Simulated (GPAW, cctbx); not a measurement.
# K2LiAlBr6: the scripts behind a bonding study

Short scripts, each with its output. The start was made by putting kin elements into a known structure type; the compound need not exist, or be stable, in this form.

## Step 1: Build the all-electron density and subtract free atoms

```text
cell
1.0
     0.000000000    5.288049050    5.288049050
     5.288049050    0.000000000    5.288049050
     5.288049050    5.288049050    0.000000000
Br K Al Li
6 2 1 1
Direct
0.760684660 0.760684660 0.239315340
0.239315340 0.239315340 0.760684660
0.760684660 0.239315340 0.760684660
0.239315340 0.760684660 0.760684660
0.239315340 0.760684660 0.239315340
0.760684660 0.239315340 0.239315340
0.750000000 0.750000000 0.750000000
0.250000000 0.250000000 0.250000000
0.000000000 0.000000000 0.000000000
0.500000000 0.500000000 0.500000000
```

```python
import numpy as np
from ase.io import read
from ase.units import Bohr
from gpaw import GPAW, PW, FermiDirac
from gpaw.calculator import GPAW as OldGPAW
from gpaw.mpi import serial_comm, world
from scipy.special import erfc
from scipy.spatial import cKDTree

atoms = read("cell.vasp")
atoms.calc = GPAW(mode=PW(550), xc="PBE", kpts={"size": (3, 3, 3), "gamma": True},
                 occupations=FermiDirac(0.05), maxiter=120, symmetry={"tolerance": 1e-5}, txt="scf.txt")
atoms.get_potential_energy()
rho = atoms.calc.get_all_electron_density(gridrefinement=2)
moments = atoms.get_magnetic_moments() if atoms.calc.get_number_of_spins() == 2 else np.zeros(len(atoms))
total = atoms.get_magnetic_moment() if moments.any() else 0.0
if world.rank == 0:
    free = OldGPAW(mode=PW(550), xc="PBE", txt=None, communicator=serial_comm)
    neutral = atoms.copy()
    neutral.set_initial_magnetic_moments(None)
    free.initialize(neutral)
    free.set_positions(neutral)
    drho = rho - free.get_all_electron_density(gridrefinement=2)
    # GPAW starts from confined atoms: exchange their smooth part for that of the datasets' free atoms
    h = np.stack(np.meshgrid(*[np.fft.fftfreq(n, 1 / n) for n in drho.shape], indexing="ij"), -1)
    gabs = np.linalg.norm(h @ atoms.cell.reciprocal(), axis=-1)
    tails = np.fft.fftn(free.get_pseudo_density(gridrefinement=2))
    g, form, v0 = np.linspace(0, gabs.max(), 1500), {}, 0
    for e in set(atoms.symbols):
        idx = atoms.symbols.search(e)
        d = free.setups[idx[0]].data
        r, w = d.rgd.r_g * Bohr, d.rgd.r_g**2 * d.rgd.dr_g
        j0 = np.sinc(2 * g[:, None] * r)
        smooth = sum(f * p**2 for f, p in zip(d.f_j, d.phit_jg)) + np.sqrt(4 * np.pi) * d.nct_g
        full = sum(f * p**2 for f, p in zip(d.f_j, d.phi_jg)) + np.sqrt(4 * np.pi) * d.nc_g
        phase = sum(np.exp(-2j * np.pi * h @ s) for s in atoms.get_scaled_positions()[idx])
        tails -= np.interp(gabs, g, j0 @ (smooth * w)) * phase * drho.size / atoms.get_volume()
        form[e] = j0 @ (full * w)
        v0 += 2 * np.pi / 3 * 14.3996 * (full * w * r**2).sum() * len(idx)  # V A^3
    tails *= 0.5 * erfc((gabs - 1.8) / 0.25)  # the tails differ at long wavelengths alone
    drho += np.fft.ifftn(tails).real  # crystal minus superposed spherical free atoms
    np.save("drho.npy", drho)
    dv = atoms.get_volume() / drho.size
    print("grid", drho.shape, " electrons %.3f" % (rho.sum() * dv), " moved by bonding %.3f e" % (abs(drho).sum() * dv / 2))
    pts = np.indices(drho.shape).reshape(3, -1).T / drho.shape @ atoms.cell
    shifts = (np.indices((3, 3, 3)).reshape(3, -1).T - 1) @ atoms.cell
    images = (atoms.positions[None] + shifts[:, None]).reshape(-1, 3)
    dist, idx = cKDTree(images).query(pts, k=4)
    out = drho.ravel()[dist[:, 0] > 0.5]
    print("deformation density beyond 0.5 A of the nuclei: max %.3f, min %.3f e/A^3" % (out.max(), out.min()))
    tie = dist < dist[:, :1] + 1e-4
    q = -np.bincount((idx % len(atoms))[tie], (drho.ravel()[:, None] / tie.sum(1, keepdims=True) * tie)[tie], len(atoms)) * dv
    print("atom        x       y       z   Voronoi charge  moment")
    for a, s, c, m in zip(atoms, atoms.get_scaled_positions(), q, moments):
        print("%-2s%-3d %7.4f %7.4f %7.4f %10.3f %10.2f" % (a.symbol, a.index + 1, *s, c, m))
    np.savez("free.npz", g=g, **form)
    print("mean inner potential of superposed free atoms %.3f V" % (v0 / atoms.get_volume()))
    print("total magnetic moment %.3f muB" % total)
```

```console
$ OMP_NUM_THREADS=1 mpirun -n 4 gpaw python run.py > gpaw.log
```

```text
grid (84, 84, 84)  electrons 264.000  moved by bonding 1.549 e
deformation density beyond 0.5 A of the nuclei: max 0.090, min -0.076 e/A^3
atom        x       y       z   Voronoi charge  moment
Br1    0.7607  0.7607  0.2393     -0.164       0.00
Br2    0.2393  0.2393  0.7607     -0.164       0.00
Br3    0.7607  0.2393  0.7607     -0.164       0.00
Br4    0.2393  0.7607  0.7607     -0.164       0.00
Br5    0.2393  0.7607  0.2393     -0.164       0.00
Br6    0.7607  0.2393  0.2393     -0.164       0.00
K 7    0.7500  0.7500  0.7500      0.261       0.00
K 8    0.2500  0.2500  0.2500      0.261       0.00
Al9    0.0000  0.0000  0.0000      0.310       0.00
Li10   0.5000  0.5000  0.5000      0.149       0.00
mean inner potential of superposed free atoms 11.160 V
total magnetic moment 0.000 muB
```

Time: 26 s on 4 cores of AMD EPYC 7B13 (Zen 3) (shared host), peak memory 1.3 GiB.

## Step 2: Fourier-transform the difference

```python
from cctbx import adptbx, crystal, miller, xray
from cctbx.eltbx import tiny_pse
import numpy as np

cs = crystal.symmetry(unit_cell=(10.5761, 10.5761, 10.5761, 90, 90, 90), space_group_symbol='Hall: -F 4 2 3')  # Fm-3m
atoms = [  # label, site, U (iso, or U11 U22 U33 U12 U13 U23 in A^2), occupancy
    ("Br1", (0, 0, 0.76068), 0.0000, 1),
    ("K1", (0.25, 0.25, 0.75), 0.0000, 1),
    ("Al1", (0, 0, 0), 0.0000, 1),
    ("Li1", (0.5, 0, 0), 0.0000, 1),
]
xs = xray.structure(crystal_symmetry=cs)
for label, site, u, occ in atoms:
    u = adptbx.u_cif_as_u_star(cs.unit_cell(), u) if isinstance(u, tuple) else u
    xs.add_scatterer(xray.scatterer(label, site=site, u=u, occupancy=occ))
xs.scattering_type_registry(table="wk1995")
drho = np.load("drho.npy")
T = np.array([[-1, 1, 1], [1, -1, 1], [1, 1, -1]])  # conventional axes in terms of the primitive ones
dF = np.fft.ifftn(drho) * 1182.97730  # electrons a conventional cell, indexed by primitive hkl
ms = miller.build_set(cs, anomalous_flag=False, d_min=0.9).sort("resolution")
iam = ms.structure_factors_from_scatterers(xs, algorithm="direct").f_calc()
p1 = xs.expand_to_p1()
z = np.array([tiny_pse.table(sc.scattering_type).atomic_number() for sc in p1.scatterers()])
x = np.array(p1.sites_frac())
free = np.load("free.npz")
print("static structure factors of the conventional cell: F in electrons, V (Mott-Bethe) in volts")
print("   h  k  l      d  |F| table  |F| free   |F| DFT   change   |V| free  |V| DFT  change %")
for h, d, table in list(zip(ms.indices(), ms.d_spacings().data(), iam.data()))[:16]:
    df = dF[tuple(np.rint(np.linalg.solve(T, h)).astype(int))]
    phase = np.exp(2j * np.pi * x @ h)
    f = sum(np.interp(1 / d, free["g"], free[sc.scattering_type]) * p for sc, p in zip(p1.scatterers(), phase))
    fz = (z * phase).sum()
    c = 14.3996 * d * d / (np.pi * cs.unit_cell().volume())
    v0, v1 = abs(fz - f) * c, abs(fz - f - df) * c
    print("%4d%3d%3d %7.4f %9.3f %9.3f %9.3f %8.3f %9.3f %8.3f %8s" % (h + (d, abs(table), abs(f), abs(f + df), abs(f + df) - abs(f), v0, v1, "%.1f" % (100 * (v1 / v0 - 1)) if v0 > 0.02 else "-")))
```

```console
$ python run.py
```

```text
static structure factors of the conventional cell: F in electrons, V (Mott-Bethe) in volts
   h  k  l      d  |F| table  |F| free   |F| DFT   change   |V| free  |V| DFT  change %
   1  1  1  6.1061    90.697    90.768    90.694   -0.074     0.803    0.813      1.3
   0  2  0  5.2881   183.269   183.026   183.829    0.803     1.245    1.158     -7.0
   0  2  2  3.7392    67.182    67.051    69.018    1.967     0.438    0.545     24.3
   1  3  1  3.1888    16.503    16.600    16.184   -0.416     0.196    0.212      8.4
   2  2  2  3.0531   772.010   772.326   775.137    2.811     5.349    5.248     -1.9
   0  4  0  2.6440   826.449   826.984   827.942    0.959     5.932    5.906     -0.4
   1  3  3  2.4263    43.800    43.810    44.419    0.609     0.214    0.200     -6.5
   0  4  2  2.3649   147.811   147.898   147.664   -0.234     0.793    0.798      0.6
   2  4  2  2.1588    71.084    71.165    70.865   -0.301     0.039    0.034    -13.8
   3  3  3  2.0354    96.416    96.455    97.133    0.678     0.506    0.495     -2.2
   1  5  1  2.0354   123.274   123.306   123.215   -0.090     0.745    0.747      0.2
   0  4  4  1.8696   719.466   719.453   718.290   -1.163     4.286    4.302      0.4
   1  5  3  1.7877    64.767    64.731    64.437   -0.294     0.375    0.378      1.0
   2  4  4  1.7627   130.562   130.310   129.572   -0.739     0.532    0.540      1.7
   0  6  0  1.7627   158.421   158.161   157.526   -0.634     0.677    0.685      1.1
   0  6  2  1.6722    48.566    48.461    48.248   -0.213     0.102    0.099     -2.3
```

Time: 0.49 s on 1 core of AMD EPYC 7B13 (Zen 3) (shared host), peak memory 0.09 GiB.

[Outputs are excerpts: Python notices, other lines and further rows are left out; steps that failed or that the build refused (PBEsol, TPSS) are not shown.]

[Logs are printed without paths, hosts, clocks, repeated set-up lines and the standing remarks that a program may print on its own settings, such as how far it seeks lower states.]
